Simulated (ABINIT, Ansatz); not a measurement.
# Rhodium (Fm-3m): phonons by linear response, part 3 of 4

Aim: the phonon dispersion of Rhodium (Fm-3m), checked by a second program.

ABINIT 10.8.3; DFT PBE, scalar-relativistic, plane waves, PseudoDojo norm-conserving pseudopotentials.

So far. Step 3 (Relaxing the cell and atoms): The volume changes by +3.1 % in this run and stands +3.1 % from the first cell. Step 4 (Ground state): The cell stands at -1.2 GPa: the relaxation ran with a smoothed and higher cutoff, and the difference is a stress of the finite basis. The relaxed cell has a = 3.834 Å (conventional setting).

The database entry behind the starting cell differs from later determinations by our own check (an axis about 0.2 % short against later determinations), so it need not match the best structure at ambient conditions.

### 7. Dispersion

anaddb transforms the dynamical matrices to force constants and back along the path; points of the mesh come back as solved, but for the sum rule and, in polar crystals, the LO-TO term at Γ; the rest is interpolation.

anaddb.abi reads:

```
ddb_filepath "all_DDB"
output_file "anaddb.abo"
outdata_prefix "anaddb"
ifcflag 1
ngqpt 4 4 4
nqshft 1
q1shft 0.0 0.0 0.0
asr 1
chneut 0
dipdip 0
dipquad 0
quadquad 0
enunit 0
eivec 0
nph1l 62
qph1l 
    0.0 0.0 0.0 1.0
    0.05 0.0 0.05 1.0
    0.1 0.0 0.1 1.0
    0.15 0.0 0.15 1.0
    0.2 0.0 0.2 1.0
    0.25 0.0 0.25 1.0
    0.3 0.0 0.3 1.0
    0.35 0.0 0.35 1.0
    0.4 0.0 0.4 1.0
    0.45 0.0 0.45 1.0
    0.5 0.0 0.5 1.0
    0.5125 0.025 0.5125 1.0
    0.525 0.05 0.525 1.0
    0.5375 0.075 0.5375 1.0
    0.55 0.1 0.55 1.0
    0.5625 0.125 0.5625 1.0
    0.575 0.15 0.575 1.0
    0.5875 0.175 0.5875 1.0
    0.6 0.2 0.6 1.0
    0.6125 0.225 0.6125 1.0
    0.625 0.25 0.625 1.0
    0.375 0.375 0.75 1.0
    0.3375 0.3375 0.675 1.0
    0.3 0.3 0.6 1.0
    0.2625 0.2625 0.525 1.0
    0.225 0.225 0.45 1.0
    0.1875 0.1875 0.375 1.0
    0.15 0.15 0.3 1.0
    0.1125 0.1125 0.225 1.0
    0.075 0.075 0.15 1.0
    0.0375 0.0375 0.075 1.0
    0.0 0.0 0.0 1.0
    0.05 0.05 0.05 1.0
    0.1 0.1 0.1 1.0
    0.15 0.15 0.15 1.0
    0.2 0.2 0.2 1.0
    0.25 0.25 0.25 1.0
    0.3 0.3 0.3 1.0
    0.35 0.35 0.35 1.0
    0.4 0.4 0.4 1.0
    0.45 0.45 0.45 1.0
    0.5 0.5 0.5 1.0
    0.5 0.475 0.525 1.0
    0.5 0.45 0.55 1.0
    0.5 0.425 0.575 1.0
    0.5 0.4 0.6 1.0
    0.5 0.375 0.625 1.0
    0.5 0.35 0.65 1.0
    0.5 0.325 0.675 1.0
    0.5 0.3 0.7 1.0
    0.5 0.275 0.725 1.0
    0.5 0.25 0.75 1.0
    0.5 0.225 0.725 1.0
    0.5 0.2 0.7 1.0
    0.5 0.175 0.675 1.0
    0.5 0.15 0.65 1.0
    0.5 0.125 0.625 1.0
    0.5 0.1 0.6 1.0
    0.5 0.075 0.575 1.0
    0.5 0.05 0.55 1.0
    0.5 0.025 0.525 1.0
    0.5 0.0 0.5 1.0
```

mrgddb.in reads:

```
all_DDB
merged
8
dfpt_gammao_DDB
dfpt_qo_DS1_DDB
dfpt_qo_DS2_DDB
dfpt_qo_DS3_DDB
dfpt_qo_DS4_DDB
dfpt_qo_DS5_DDB
dfpt_qo_DS6_DDB
dfpt_qo_DS7_DDB
```

The run is started by

```bash
$ mrgddb < mrgddb.in > mrgddb.log
$ OMP_NUM_THREADS=1 anaddb anaddb.abi > anaddb.log
```

anaddb.abo, the main output file:

```text
[banners, grids, parts of the stress and lines that vanish by symmetry left out]
-outvars_anaddb: echo values of input variables ----------------------

 Flags :
[...]
Phonon wavevector (reduced coordinates) :  0.00000  0.00000  0.00000
 Phonon energies in Hartree :
[...]
Phonon frequencies in cm-1    :
-  0.000000E+00  0.000000E+00  0.000000E+00
[...]
Phonon wavevector (reduced coordinates) :  0.05000  0.00000  0.05000
 Phonon energies in Hartree :
[...]
Phonon frequencies in cm-1    :
-  2.800097E+01  2.800097E+01  5.044095E+01
[...]
Phonon wavevector (reduced coordinates) :  0.10000  0.00000  0.10000
 Phonon energies in Hartree :
[...]
Phonon frequencies in cm-1    :
-  5.586504E+01  5.586504E+01  9.801047E+01
[...]
Phonon wavevector (reduced coordinates) :  0.15000  0.00000  0.15000
 Phonon energies in Hartree :
[...]
Phonon frequencies in cm-1    :
-  8.293606E+01  8.293606E+01  1.399528E+02
[...]
Phonon wavevector (reduced coordinates) :  0.20000  0.00000  0.20000
 Phonon energies in Hartree :
[...]
Phonon frequencies in cm-1    :
-  1.080143E+02  1.080143E+02  1.739180E+02
  Phonon wavevector (reduced coordinates) :  0.25000  0.00000  0.25000
 Phonon energies in Hartree :
[...]
Phonon frequencies in cm-1    :
-  1.298139E+02  1.298139E+02  1.984311E+02
  Phonon wavevector (reduced coordinates) :  0.30000  0.00000  0.30000
 Phonon energies in Hartree :
[...]
Phonon frequencies in cm-1    :
-  1.474854E+02  1.474854E+02  2.133554E+02
  Phonon wavevector (reduced coordinates) :  0.35000  0.00000  0.35000
 Phonon energies in Hartree :
[...]
Phonon frequencies in cm-1    :
-  1.608150E+02  1.608150E+02  2.200903E+02
  Phonon wavevector (reduced coordinates) :  0.40000  0.00000  0.40000
 Phonon energies in Hartree :
[...]
Phonon frequencies in cm-1    :
-  1.700281E+02  1.700281E+02  2.213178E+02
  Phonon wavevector (reduced coordinates) :  0.45000  0.00000  0.45000
 Phonon energies in Hartree :
[...]
Phonon frequencies in cm-1    :
-  1.754358E+02  1.754358E+02  2.202552E+02
  Phonon wavevector (reduced coordinates) :  0.50000  0.00000  0.50000
 Phonon energies in Hartree :
[...]
Phonon frequencies in cm-1    :
-  1.772219E+02  1.772219E+02  2.195562E+02
  Phonon wavevector (reduced coordinates) :  0.51250  0.02500  0.51250
 Phonon energies in Hartree :
[...]
Phonon frequencies in cm-1    :
-  1.771150E+02  1.773416E+02  2.193629E+02
  Phonon wavevector (reduced coordinates) :  0.52500  0.05000  0.52500
 Phonon energies in Hartree :
[...]
Phonon frequencies in cm-1    :
-  1.767945E+02  1.777038E+02  2.187858E+02
  Phonon wavevector (reduced coordinates) :  0.53750  0.07500  0.53750
 Phonon energies in Hartree :
[...]
Phonon frequencies in cm-1    :
-  1.762612E+02  1.783178E+02  2.178328E+02
[...]
Phonon wavevector (reduced coordinates) :  0.50000  0.17500  0.67500
 Phonon energies in Hartree :
[...]
Phonon frequencies in cm-1    :
-  1.752773E+02  1.846667E+02  2.042657E+02
  Phonon wavevector (reduced coordinates) :  0.50000  0.15000  0.65000
 Phonon energies in Hartree :
[...]
Phonon frequencies in cm-1    :
-  1.755225E+02  1.824177E+02  2.077164E+02
  Phonon wavevector (reduced coordinates) :  0.50000  0.12500  0.62500
 Phonon energies in Hartree :
[...]
Phonon frequencies in cm-1    :
-  1.758425E+02  1.806140E+02  2.109403E+02
  Phonon wavevector (reduced coordinates) :  0.50000  0.10000  0.60000
 Phonon energies in Hartree :
[...]
Phonon frequencies in cm-1    :
-  1.762129E+02  1.792502E+02  2.138165E+02
  Phonon wavevector (reduced coordinates) :  0.50000  0.07500  0.57500
 Phonon energies in Hartree :
[...]
Phonon frequencies in cm-1    :
-  1.765900E+02  1.782883E+02  2.162212E+02
  Phonon wavevector (reduced coordinates) :  0.50000  0.05000  0.55000
 Phonon energies in Hartree :
[...]
Phonon frequencies in cm-1    :
-  1.769182E+02  1.776689E+02  2.180382E+02
  Phonon wavevector (reduced coordinates) :  0.50000  0.02500  0.52500
 Phonon energies in Hartree :
[...]
Phonon frequencies in cm-1    :
-  1.771423E+02  1.773293E+02  2.191711E+02
  Phonon wavevector (reduced coordinates) :  0.50000  0.00000  0.50000
 Phonon energies in Hartree :
[...]
Phonon frequencies in cm-1    :
-  1.772219E+02  1.772219E+02  2.195562E+02
-
```

Elapsed: 0.53 s, on 1 thread of Arm Neoverse V1, shared host.

This step gave:

```
lowest frequency on the path : 0 cm⁻¹
```

Anaddb. Phonon branches along the path, in cm⁻¹:

```
    point  branch 1  branch 2  branch 3
        Γ         0         0         0
  halfway       130       130       198
        X       177       177       220
  halfway       175       180       215
        U       167       191       202
jump to K       167       191       202
  halfway       110       131       204
        Γ         0         0         0
  halfway        95        95       189
        L       132       132       233
  halfway       151       168       216
        W       175       194       194
  halfway       176       181       211
        X       177       177       220
```

The phonon branches as a text plot (rows in cm⁻¹):

```
    228 |                                      ******
    219 |        *******     ***              *      **       ***
    209 |       *       **  *   *            *         **   **
    199 |      *          **                             * *
    189 |                ***                *            ****
    180 |           *****   *    *                     ** *******
    170 |    **   **   ****  **                       *  *
    160 |        *         *               *         * **
    151 |       *           *  *  **                * *
    141 |   *                **                    ***
    131 |      *                *         *     ****
    121 |                      *              **
    112 |    **                 **  *        *
    102 |  *
     92 |                        *       *  *
     83 |   *                     **       *
     73 |                         **
     63 |                                 *
     53 | **                        **
     44 |                               **
     34 |                            *
     24 | *                          *  *
     15 |
      5 |*                            **
         Γ           X  U|K            Γ         L        W     X
```

All branches are real along the path.

### 8. Sums over the zone

Sums over the zone need many more wavevectors than were solved, so the interpolation is sampled on a dense mesh.

anaddb.abi reads:

```
ddb_filepath "all_DDB"
output_file "anaddb.abo"
outdata_prefix "anaddb"
ifcflag 1
ngqpt 4 4 4
nqshft 1
q1shft 0.0 0.0 0.0
asr 1
chneut 0
dipdip 0
dipquad 0
quadquad 0
prtdos 2
ng2qpt 20 20 20
dosdeltae 4.5563e-06
ntemper 11
temperinc 100.0
tempermin 0.0
```

The run is started by

```bash
$ OMP_NUM_THREADS=1 anaddb anaddb.abi > anaddb.log
```

anaddb.abo, the main output file:

```text
[banners, grids, parts of the stress and lines that vanish by symmetry left out]
-outvars_anaddb: echo values of input variables ----------------------

 Flags :
     ifcflag         1
 Miscellaneous information :
         asr         1
      chneut         0
 Interatomic Force Constants Inputs :
      dipdip         0
     dipquad         0
    quadquad         0
      ifcana         0
      ifcout         0
 Description of grid 1 :
        brav         1
       ngqpt         4         4         4
      nqshft         1
      q1shft
                     0.00000000E+00  0.00000000E+00  0.00000000E+00
 Phonon DOS information :
   dosdeltae  4.55630000E-06
    dossmear  4.55633525E-06
 Description of grid 2 (Fourier interp. or BZ sampling):
      ng2qpt        20        20        20
      ngrids         4
      q2shft         0.00000000E+00  0.00000000E+00  0.00000000E+00

================================================================================

 read the DDB information and perform some checks

  ==== Info on the Cryst% object ====
 Real(R)+Recip(G) space primitive vectors, cartesian coordinates (Bohr,Bohr^-1):
 R(1)=  0.0000000  3.6226712  3.6226712  G(1)= -0.1380197  0.1380197  0.1380197
 R(2)=  3.6226712  0.0000000  3.6226712  G(2)=  0.1380197 -0.1380197  0.1380197
 R(3)=  3.6226712  3.6226712  0.0000000  G(3)=  0.1380197  0.1380197 -0.1380197
 Unit cell volume ucvol=  9.5086038E+01 bohr^3
 Angles (23,13,12)=  6.00000000E+01  6.00000000E+01  6.00000000E+01 degrees
 Time-reversal symmetry is present
 Reduced atomic positions [iatom, xred, symbol]:
    1)    0.0000000  0.0000000  0.0000000  Rh

 DDB file with 8 blocks has been read.

================================================================================

 Calculation of the interatomic forces

       Homogeneous q point set in the B.Z.
 Grid q points  :       64
  1)   0.00000000E+00  0.00000000E+00  0.00000000E+00
  2)   2.50000000E-01  0.00000000E+00  0.00000000E+00
  3)   5.00000000E-01  0.00000000E+00  0.00000000E+00
  4)  -2.50000000E-01  0.00000000E+00  0.00000000E+00
  5)   0.00000000E+00  2.50000000E-01  0.00000000E+00
  6)   2.50000000E-01  2.50000000E-01  0.00000000E+00
  7)   5.00000000E-01  2.50000000E-01  0.00000000E+00
  8)  -2.50000000E-01  2.50000000E-01  0.00000000E+00
  9)   0.00000000E+00  5.00000000E-01  0.00000000E+00
 10)   2.50000000E-01  5.00000000E-01  0.00000000E+00
 11)   5.00000000E-01  5.00000000E-01  0.00000000E+00
 12)  -2.50000000E-01  5.00000000E-01  0.00000000E+00
 13)   0.00000000E+00 -2.50000000E-01  0.00000000E+00
 14)   2.50000000E-01 -2.50000000E-01  0.00000000E+00
[...]
58)   2.50000000E-01  5.00000000E-01 -2.50000000E-01
 59)   5.00000000E-01  5.00000000E-01 -2.50000000E-01
 60)  -2.50000000E-01  5.00000000E-01 -2.50000000E-01
 61)   0.00000000E+00 -2.50000000E-01 -2.50000000E-01
 62)   2.50000000E-01 -2.50000000E-01 -2.50000000E-01
 63)   5.00000000E-01 -2.50000000E-01 -2.50000000E-01
 64)  -2.50000000E-01 -2.50000000E-01 -2.50000000E-01

 The interatomic forces have been obtained

================================================================================

 Calculation of phonon density of states

 Average speed of sound partial sums:     0.1697278823E-02 (at units)
-                                   =           3.7131 [km/s]

 Debye frequency from partial sums:     0.1449432309E-02 (Ha)
-                                 =     0.9536806457E+01 (THz)
-Debye temperature from partial sums:     0.4576945233E+03 (K)

 Average speed of sound:     0.1799908373E-02 (at units)
-                      =           3.9376 [km/s]

 Debye frequency from DOS:     0.1537075296E-02 (Ha)
-                        =     0.1011346961E+02 (THz)
-Debye temperature from DOS:     0.4853699898E+03 (K)

-
```

The job ended after 0.68 s (1 thread).

Read from the output:

```
share of modes beyond 3i cm⁻¹ on the dense interpolated mesh : 0
zero-point energy per atom                                   : 31.08 meV
heat capacity at 300 K                                       : 23.59 J/(mol atoms K)
vibrational entropy at 300 K                                 : 31.98 J/(mol atoms K)
```

The phonon density of states has structure finer than the step of the table below, so its rows give means over 10 cm⁻¹, whole bins alone (the curve runs from -30 to 263 cm⁻¹). Peaks (cm⁻¹: height): 173.0: 0.0355, 217.0: 0.0675.

Tetrahedra. Table of phonon density of states by wavenumber; means over each step:

```
wavenumber (cm⁻¹)  phonon density of states (1/cm⁻¹/cell)
                0                                       0
               10                                  1.8e-5
               20                                  9.2e-5
               30                                  3.1e-4
               40                                  5.9e-4
               50                                 0.00100
               60                                 0.00151
               70                                 0.00218
               80                                 0.00311
               90                                 0.00425
              100                                 0.00588
              110                                 0.00819
              120                                  0.0117
              130                                  0.0193
              140                                  0.0259
              150                                  0.0287
              160                                  0.0316
              170                                  0.0338
              180                                  0.0220
              190                                  0.0108
              200                                  0.0123
              210                                  0.0331
              220                                  0.0379
              230                                 0.00534
              240                                       0
```

Harmonic thermodynamic functions per atom, summed over the density of states scaled to three modes an atom; melting is ignored. Thermodynamic functions:

```
T (K)  F_vib (meV/atom)  S (J/mol-atom/K)  C_V (J/mol-atom/K)
    0             31.08                 0                   0
   50             30.85             1.903               5.608
  100             28.04             9.282               15.72
  200             11.04             22.69               22.04
  300            -17.56             31.98               23.59
  400            -54.43             38.86               24.17
  500            -97.61             44.28               24.44
  600            -145.9             48.76               24.59
  700            -198.4             52.55               24.69
  800            -254.7             55.85               24.75
  900            -314.1             58.77               24.79
 1000            -376.4             61.38               24.82
```

At 300 K the heat capacity has reached 95 % of the Dulong-Petit value.

(Part 3 of 4 ends here.)

[Host names and launcher messages were left out of these logs when they were recorded.]

[Logs are printed without paths, hosts, clocks, repeated set-up lines and the standing remarks that a program may print on its own settings, such as how far it seeks lower states.]

[Hosts, paths, dates, database ids (printed as entryN), source tags and the programs' standing remarks are cut or masked in the printed files.]
